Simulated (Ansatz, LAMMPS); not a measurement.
## Structural relaxation of glassy 30Al2O3-70P2O5 (mol %) (128 atoms)

Wanted: the relaxed structure of glassy 30Al2O3-70P2O5 (mol %) (128 atoms) and its electronic structure.

Calculated with Ansatz 0.2.0; Kohn-Sham DFT, PBEsol, PAW (set soft_2), plane waves.

Most raw output is cut from this account.

## 1. Starting point

The cell holds 128 atoms: 12 Al, 28 P and 88 O. Its edges and angles: a = 11.908 Å, b = 11.908 Å, c = 11.908 Å, α = 90.0°, β = 90.0°, γ = 90.0°. 128 atoms (12 Al, 28 P, 88 O) placed at random at 2.49 g/cm³, melted at 4000 K for 10 ps at fixed volume with the Morse and Coulomb pair potential with partial charges (Pedone, Malavasi, Menziani, Cormack and Segre, J. Phys. Chem. B 110, 11780 (2006)). Quenched from 4000 K to 300 K at 100 K/ps and fixed volume, held 10 ps at zero pressure.

Before any run, some limits are plain. The quench rate of 100 K/ps is orders of magnitude faster than experiment, which tends to freeze in extra defects. The starting topology of bonds comes from the classical model. Only the Γ point is sampled, in a cell whose shortest periodic width is 12 Å.

## 2. Making the structure

A classical potential supplies the starting structure, since it reaches far longer times than DFT.

This step: classical MD, Morse and Coulomb pair potential with partial charges (Pedone, Malavasi, Menziani, Cormack and Segre, J. Phys. Chem. B 110, 11780 (2006)) (LAMMPS 22 Jul 2025 - Update 4).

The input, in.lmp:

```
# melt-quench of Al12P28O88
units metal
atom_style charge
boundary p p p
region box block 0 12.0136 0 12.0136 0 12.0136
create_box 3 box
mass 1 26.9815   # Al
mass 2 30.9738   # P
mass 3 15.9990   # O
create_atoms 1 random 12 84264 NULL overlap 1.5 maxtry 2000
create_atoms 2 random 28 84271 NULL overlap 1.5 maxtry 2000
create_atoms 3 random 88 84278 NULL overlap 1.5 maxtry 2000
pair_style hybrid/overlay pedone 5.5 coul/long 8.0
pair_coeff * * coul/long
pair_coeff 1 3 pedone 0.361581 1.900442 2.164818 0.9   # Al-O
pair_coeff 2 3 pedone 0.831326 2.585833 1.800790 1   # P-O
pair_coeff 3 3 pedone 0.042395 1.379316 3.618701 22   # O-O
set type 1 charge 1.8
set type 2 charge 3
set type 3 charge -1.2
kspace_style pppm 1.0e-4
neigh_modify delay 0 every 1 check yes
thermo_style custom step time temp pe press density
thermo_modify norm yes
timestep 0.002
thermo 100
min_style cg
minimize 1e-4 1e-4 200 2000
reset_timestep 0
velocity all create 4000 84265 mom yes dist gaussian
fix lim all nve/limit 0.05
fix lan all langevin 4000 4000 0.2 84266 zero yes
thermo 500
run 1000 post no
# [... 7 lines left out ...]
fix md all nvt temp 4000 300 0.2
run 18500 post no
unfix md
thermo 1666
fix md all npt temp 300 300 0.2 iso 0 0 2
run 5000 post no
unfix md
write_dump all custom glass.dump id type xs ys zs modify sort id
```

Run with:

```console
$ lmp -in in.lmp -log none -nocite
```

Run time: 31 s. Hardware: 1 thread of Intel Xeon Platinum 8488C (Sapphire Rapids), shared host; peak memory 0.069 GiB.

## 3. Single point at the start

A single point comes first, to see the forces before anything moves.

The input, input.yaml:

```yaml
crystal:
  lattice:
    - [11.90826, 0.0, 0.0]
    - [0.0, 11.90826, 0.0]
    - [0.0, 0.0, 11.90826]
  atoms:
    - { symbol: Al, position: [0.90256, 0.24258, 0.73043] }
    - { symbol: Al, position: [0.16744, 0.69669, 0.33089] }
    - { symbol: Al, position: [0.00231, 0.54333, 0.02483] }
    - { symbol: Al, position: [0.55247, 0.22941, 0.83682] }
    - { symbol: Al, position: [0.50069, 0.25857, 0.45284] }
    - { symbol: Al, position: [0.62794, 0.74846, 0.77919] }
    - { symbol: Al, position: [0.29373, 0.26152, 0.22111] }
    - { symbol: Al, position: [0.56816, 0.61648, 0.15601] }
    - { symbol: Al, position: [0.84784, 0.17967, 0.29522] }
    - { symbol: Al, position: [0.14482, 0.14866, 0.75043] }
    - { symbol: Al, position: [0.11571, 0.34102, 0.62771] }
    - { symbol: Al, position: [0.33322, 0.39502, 0.79107] }
    - { symbol: P, position: [0.12785, 0.91288, 0.15446] }
    - { symbol: P, position: [0.51442, 0.84158, 0.01525] }
    - { symbol: P, position: [0.26886, 0.84141, 0.94805] }
    - { symbol: P, position: [0.25661, 0.57417, 0.9713] }
    - { symbol: P, position: [0.07733, 0.28671, 0.37455] }
    - { symbol: P, position: [0.86314, 0.97179, 0.1168] }
    - { symbol: P, position: [0.03145, 0.90557, 0.74864] }
    - { symbol: P, position: [0.39703, 0.84982, 0.62688] }
    - { symbol: P, position: [0.33804, 0.52546, 0.21378] }
    - { symbol: P, position: [0.75618, 0.59253, 0.34248] }
    - { symbol: P, position: [0.81971, 0.37123, 0.94681] }
    - { symbol: P, position: [0.82742, 0.74606, 0.9869] }
    - { symbol: P, position: [0.9885, 0.52105, 0.30435] }
    - { symbol: P, position: [0.7971, 0.99712, 0.70784] }
    - { symbol: P, position: [0.99614, 0.56575, 0.65464] }
    - { symbol: P, position: [0.59286, 0.49514, 0.91318] }
    - { symbol: P, position: [0.41615, 0.49322, 0.56198] }
    - { symbol: P, position: [0.62469, 0.25836, 0.20728] }
    - { symbol: P, position: [0.39464, 0.11466, 0.64199] }
    - { symbol: P, position: [0.29822, 0.02953, 0.31535] }
    [... 90 atom lines left out ...]
    - { symbol: O, position: [0.24006, 0.02977, 0.42616] }
    - { symbol: O, position: [0.13843, 0.80398, 0.21984] }
    - { symbol: O, position: [0.90585, 0.92252, 0.71187] }
    - { symbol: O, position: [0.48086, 0.15469, 0.7242] }
    - { symbol: O, position: [0.04138, 0.23361, 0.69896] }
    - { symbol: O, position: [0.95235, 0.85923, 0.38476] }
kpoints:
  mp_grid: { grid: [1, 1, 1] }
hamiltonian:
  xc: pbesol
scf:
  occupations: { method: fixed }
output:
  forces: true
  stress: true
  populations: intrinsic
  dos:
    method: { smearing: { sigma: 0.08 } }
    de: 0.1
    projected: { site_lists: { Al: [Al], O: [O], P: [P] } }
  eigenvalues: true
```

Run with:

```console
$ ansatz run input.yaml --threads 4 --pin off --max-ram 8192MiB --backend cpu --events-out ev --progress --plain --runs-dir out
```

The job ended after 43 s (4 threads of Intel Xeon Platinum 8488C (Sapphire Rapids), shared host; peak memory 2.5 GiB).

The run gave:

| Item | Value |
| --- | --- |
| free energy | -76428.2719 eV |
| free energy per atom | -597.0959 eV/atom |
| SCF cycles | 11 |
| pressure | 0.4311 GPa |
| r.m.s. force component | 1.526 eV/Å |
| longest force | 5.773 eV/Å |
| Fermi energy | 4.692 eV |
| gap (highest filled to lowest empty level) | 0.6218 eV |

The r.m.s. force component of 1.5 eV/Å and the pressure of 0.43 GPa set the starting point.

Neighbours are counted within 2.11 Å (O-P), 2.27 Å (O-Al).

Length of the force by element and coordination:

| element | coordination | atoms | mean length of the force (eV/Å) | spread | least | most |
| --- | --- | --- | --- | --- | --- | --- |
| Al | all | 12 | 2.28 | 0.601 | 0.837 | 3.28 |
| Al | 4 | 10 | 2.30 | 0.656 | 0.837 | 3.28 |
| Al | 5 | 2 | 2.17 | 0.0748 | 2.10 | 2.25 |
| O | all | 88 | 1.88 | 0.988 | 0.320 | 5.77 |
| O | 1 | 14 | 1.39 | 0.547 | 0.847 | 2.48 |
| O | 2 | 73 | 1.99 | 1.02 | 0.320 | 5.77 |
| O | 3 | 1 | 0.795 | 0 | 0.795 | 0.795 |
| P | all | 28 | 3.75 | 1.14 | 1.22 | 5.75 |
| P | 4 | 27 | 3.77 | 1.15 | 1.22 | 5.75 |
| P | 5 | 1 | 3.12 | 0 | 3.12 | 3.12 |

## 4. Relaxation

The atoms are relaxed in the fixed cell, aiming at the force tolerance of the input.

input.yaml, the sections that differ from step 3:

```yaml
output:
  forces: true
relax:
  f_tol: 0.05
  max_steps: 200
# crystal, kpoints, hamiltonian, scf: as in step 3
```

Elapsed: 12 min, on 4 threads; peak memory 2.2 GiB; 42 min of CPU time.

Step by step (22 of 43):

| step | energy less that of the first step (eV) | largest force component (eV/Å) |
| --- | --- | --- |
| 1 | 0.0000 | 5.3220 |
| 3 | -11.0580 | 1.6587 |
| 5 | -13.9077 | 0.9395 |
| 7 | -14.9589 | 0.7810 |
| 9 | -15.7724 | 0.4104 |
| 11 | -15.9143 | 0.4905 |
| 13 | -16.1556 | 0.1394 |
| 15 | -16.3631 | 0.4320 |
| 17 | -16.5953 | 0.9617 |
| 19 | -16.9898 | 0.3481 |
| 21 | -17.1849 | 0.4201 |
| 23 | -17.2762 | 1.0229 |
| 25 | -17.4887 | 0.2755 |
| 27 | -17.4960 | 0.1840 |
| 29 | -17.5222 | 0.1621 |
| 31 | -17.5459 | 0.0857 |
| 33 | -17.5496 | 0.0965 |
| 35 | -17.5718 | 0.4173 |
| 37 | -17.6068 | 0.1192 |
| 39 | -17.6213 | 0.0636 |
| 41 | -17.6159 | 0.2637 |
| 43 | -17.6261 | 0.0204 |

Relaxation steps 27, 29, 41, 42 were tried and not accepted.

The atoms that moved most (Å):

| atom | dx | dy | dz | length |
| --- | --- | --- | --- | --- |
| O73 | -1.290 | -0.699 | 0.555 | 1.569 |
| O83 | 0.779 | 0.295 | 1.117 | 1.393 |
| O50 | 0.892 | -0.410 | 0.682 | 1.195 |
| O60 | 0.936 | 0.464 | -0.448 | 1.137 |
| O81 | 0.134 | -0.876 | 0.682 | 1.118 |
| O122 | 0.333 | 0.697 | 0.788 | 1.104 |
| O88 | 0.290 | -0.235 | -1.020 | 1.086 |
| O118 | -0.293 | -0.974 | 0.353 | 1.076 |

The relaxation changed the energy by -138 meV/atom, and atoms moved by 0.68 Å r.m.s., 1.6 Å at most.

## 5. Distances and neighbours after relaxation

Bonds before and after, by the cutoffs listed below:

| pair | bonds before | bonds after | mean before (Å) | mean after (Å) | spread before (Å) | spread after (Å) |
| --- | --- | --- | --- | --- | --- | --- |
| O-P | 113 | 113 | 1.539 | 1.556 | 0.049 | 0.070 |
| O-Al | 52 | 58 | 1.821 | 1.841 | 0.161 | 0.093 |

Density 2.56 g/cm³, 13.19 Å³ an atom.

g(r), total and by pair (bins of 0.2 Å):

| r (Å) | total | O-O | O-P | O-Al | P-P | P-Al | Al-Al |
| --- | --- | --- | --- | --- | --- | --- | --- |
| 1.40 | 0.68 | 0.00 | 2.27 | 0.00 | 0.00 | 0.00 | 0.00 |
| 1.60 | 3.05 | 0.00 | 10.13 | 0.00 | 0.00 | 0.00 | 0.00 |
| 1.80 | 1.27 | 0.00 | 0.35 | 9.03 | 0.00 | 0.00 | 0.00 |
| 2.00 | 0.22 | 0.00 | 0.00 | 1.68 | 0.00 | 0.00 | 0.00 |
| 2.20 | 0.03 | 0.00 | 0.00 | 0.26 | 0.00 | 0.00 | 0.00 |
| 2.40 | 0.89 | 1.88 | 0.00 | 0.00 | 0.00 | 0.00 | 0.00 |
| 2.60 | 1.85 | 3.91 | 0.00 | 0.00 | 0.00 | 0.00 | 0.00 |
| 2.80 | 0.42 | 0.77 | 0.00 | 0.00 | 0.64 | 0.27 | 1.17 |
| 3.00 | 0.78 | 0.94 | 0.21 | 0.14 | 3.60 | 1.94 | 0.00 |
| 3.20 | 0.84 | 0.54 | 0.87 | 0.19 | 0.69 | 6.28 | 0.95 |
| 3.40 | 0.75 | 0.65 | 0.97 | 0.50 | 0.15 | 1.57 | 2.53 |
| 3.60 | 0.92 | 0.76 | 1.45 | 0.92 | 0.00 | 0.00 | 0.69 |
| 3.80 | 1.22 | 0.87 | 1.65 | 2.19 | 0.58 | 0.13 | 0.00 |
| 4.00 | 1.27 | 0.97 | 1.90 | 1.42 | 1.07 | 0.25 | 0.00 |
| 4.20 | 1.07 | 0.72 | 1.30 | 2.21 | 0.58 | 0.58 | 0.53 |
| 4.40 | 0.93 | 0.85 | 0.93 | 1.13 | 1.50 | 0.52 | 0.48 |
| 4.60 | 0.96 | 1.13 | 0.66 | 0.81 | 1.20 | 1.21 | 1.72 |
| 4.80 | 1.17 | 1.41 | 0.87 | 0.61 | 1.94 | 1.29 | 0.82 |
| 5.00 | 1.26 | 1.45 | 1.04 | 0.86 | 1.58 | 1.70 | 1.12 |
| 5.20 | 0.94 | 1.07 | 0.78 | 0.52 | 1.40 | 1.17 | 1.36 |
| 5.40 | 0.96 | 1.04 | 0.89 | 0.63 | 0.99 | 1.17 | 2.52 |
| 5.60 | 0.91 | 0.82 | 1.00 | 0.97 | 0.82 | 1.01 | 1.48 |
| 5.80 | 0.94 | 0.90 | 0.98 | 0.96 | 0.92 | 0.78 | 1.67 |

Bonds by pair of elements; cutoffs follow the first minimum of g(r), held within bounds set by covalent radii, and pairs that aren't listed don't count as bonded:

| pair A-B | cutoff (Å) | bonds | mean length (Å) | spread (Å) | shortest (Å) | B about A | A about B |
| --- | --- | --- | --- | --- | --- | --- | --- |
| O-P | 2.11 | 113 | 1.56 | 0.07 | 1.45 | 1.28 | 4.04 |
| O-Al | 2.49 | 58 | 1.84 | 0.093 | 1.73 | 0.659 | 4.83 |

How many atoms have how many bonded neighbours:

| element | mean | 1 | 2 | 3 | 4 | 5 | 6 |
| --- | --- | --- | --- | --- | --- | --- | --- |
| Al | 4.83 | 0 | 0 | 0 | 3 | 8 | 1 |
| O | 1.94 | 8 | 77 | 3 | 0 | 0 | 0 |
| P | 4.04 | 0 | 0 | 0 | 27 | 1 | 0 |

Bond angles, per cent of each kind in bins of 5°:

| angle (°) | O-P-O | O-Al-O | Al-O-P | P-O-P |
| --- | --- | --- | --- | --- |
| 65–70 | 0.0 | 0.9 | 0.0 | 0.0 |
| 70–75 | 0.0 | 0.0 | 0.0 | 0.0 |
| 75–80 | 0.0 | 2.6 | 0.0 | 0.0 |
| 80–85 | 0.0 | 7.1 | 0.0 | 0.0 |
| 85–90 | 1.7 | 15.0 | 1.9 | 0.0 |
| 90–95 | 1.7 | 13.3 | 0.0 | 0.0 |
| 95–100 | 5.2 | 14.2 | 0.0 | 0.0 |
| 100–105 | 19.8 | 7.1 | 1.9 | 0.0 |
| 105–110 | 26.2 | 9.7 | 0.0 | 0.0 |
| 110–115 | 27.9 | 4.4 | 0.0 | 0.0 |
| 115–120 | 11.0 | 1.8 | 0.0 | 3.7 |
| 120–125 | 4.7 | 5.3 | 0.0 | 7.4 |
| 125–130 | 0.6 | 3.5 | 0.0 | 0.0 |
| 130–135 | 0.0 | 2.6 | 15.4 | 22.2 |
| 135–140 | 0.6 | 0.0 | 9.6 | 22.2 |
| 140–145 | 0.0 | 0.9 | 11.5 | 18.5 |
| 145–150 | 0.0 | 0.0 | 21.2 | 11.1 |
| 150–155 | 0.0 | 2.6 | 13.5 | 7.4 |
| 155–160 | 0.0 | 1.8 | 11.5 | 3.7 |
| 160–165 | 0.0 | 2.6 | 1.9 | 3.7 |
| 165–170 | 0.0 | 0.9 | 7.7 | 0.0 |
| 170–175 | 0.6 | 3.5 | 3.9 | 0.0 |

Bond angles (no mean is given where the spread exceeds 20°):

| angle | count | mean (°) | spread (°) |
| --- | --- | --- | --- |
| O-P-O | 172 | 109 | 8.7 |
| O-Al-O | 113 | - | - |
| Al-O-P | 52 | 146 | 14.9 |
| P-O-P | 27 | 140 | 10.1 |
| Al-O-Al | 7 | 121 | 16.3 |

Oxygen atoms by the number of network formers (Si, P, Ge, B, Al, As, Ga) bound to them:

| network formers bound to O | O atoms | per cent |
| --- | --- | --- |
| 0 | 0 | 0 |
| 1 | 8 | 9.1 |
| 2 | 77 | 87.5 |
| 3 | 3 | 3.4 |

Network units: each former by its oxygen neighbours and how many of them bridge to another former:

| former | O neighbours | bridging O | atoms |
| --- | --- | --- | --- |
| P | 4 | 3 | 8 |
| P | 4 | 4 | 19 |
| P | 5 | 5 | 1 |
| Al | 4 | 4 | 3 |
| Al | 5 | 5 | 8 |
| Al | 6 | 6 | 1 |

Bond length by coordination (bonds to H left out):

| element | coordination | atoms | mean bond length (Å) |
| --- | --- | --- | --- |
| Al | 4 | 3 | 1.76 |
| Al | 5 | 8 | 1.85 |
| Al | 6 | 1 | 1.94 |
| O | 1 | 8 | 1.46 |
| O | 2 | 77 | 1.65 |
| O | 3 | 3 | 1.84 |
| P | 4 | 27 | 1.55 |
| P | 5 | 1 | 1.66 |

Rings of the network by King's shortest-path rule, up to 12 atoms, one path for each pair of neighbours; H, halogens, alkali and alkaline-earth atoms are left out, and the last column divides by all other atoms, bonded or not:

| ring size (atoms) | rings | per network atom |
| --- | --- | --- |
| 4 | 2 | 0.016 |
| 6 | 1 | 0.008 |
| 8 | 16 | 0.125 |
| 10 | 26 | 0.203 |
| 12 | 22 | 0.172 |

First main peaks of g(r), for some of the pairs, lie near 2.5 Å (O-O), 1.6 Å (O-P), 1.8 Å (O-Al), 3.0 Å (P-P) and 3.2 Å (P-Al). Counting bonds as in the table, 67 % of Al atoms have 5, 88 % of O atoms have 2 and 96 % of P atoms have 4 bonded neighbours. The O-P-O angle averages 109° with a spread of 9°. 88 % of the oxygens bridge two formers (P and Al) and 9 % are non-bridging; 3 % join three. The commonest P unit has 4 oxygens, 4 of them shared with other formers (19 of 28 atoms). Rings of 10 atoms are the most common (39 % of those counted); sizes run from 4 to 12, where the search stops.

(Continued in part 2 of 2.)

[Logs are printed without paths, hosts, clocks, repeated set-up lines and the standing remarks that a program may print on its own settings, such as how far it seeks lower states.]

[Hosts, paths, dates, database ids (printed as entryN), source tags and the programs' standing remarks are cut or masked in the printed files.]
